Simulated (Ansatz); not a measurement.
In doubt: masses and optical values from hybrid runs of this build are listed as unsure, which bears on the screening that GW takes from such a start.

Rows from a G0W0 calculation on Si3N4 (P6_3/m) (Ansatz 0.2.0; G0W0 on HSE06, plane waves, PAW; PAW set soft_1; 3×3×4 mesh, 330 empty bands, screening to 100 eV, PAW set soft_1 files), in eV. Spin-orbit coupling is left out.

```tsv
row	k	band	start	Σx	Σc at the solution	Vxc
A	Γ	v1	7.151	-21.918	3.184	-18.619
B	Γ	c1	13.146	-6.948	-4.161	-11.764
C	(0.000, 0.000, 0.250)	c1	14.576	-7.298	-4.265	-12.222
D	Γ	c2	13.536	-7.560	-3.830	-11.863
E	(0.000, 0.000, 0.250)	v1	7.298	-21.912	3.068	-18.739
F	(0.000, 0.000, 0.250)	v2	5.977	-21.591	3.134	-18.262
```

Q: Give the quasiparticle energies and the shift of each level.

The quasiparticle equation reads E = start + Σx + Σc(E) − Vxc.

```tsv
row	E (eV)	shift (eV)
A	7.036	−0.115
B	13.802	+0.656
C	15.236	+0.660
D	14.008	+0.473
E	7.194	−0.105
F	5.783	−0.195
```

The gap over the computed points goes from 5.85 eV to 6.61 eV.

Limits: not at the basis limit; coarse k mesh.

[Paths, hosts, dates, memory and timing lines, banners, echoed tables and standing remarks are left out of the program output.]

[Logs are printed without paths, hosts, clocks, repeated set-up lines and the standing remarks that a program may print on its own settings, such as how far it seeks lower states.]

[Runs of the session that timed out or met a known fault of the program may be left out.]

[Cells called generated may have been cut or substituted from an entry of the Crystallography Open Database or the Materials Project.]

[Hosts, paths, dates, database ids (printed as entryN), source tags and the programs' standing remarks are cut or masked in the printed files.]
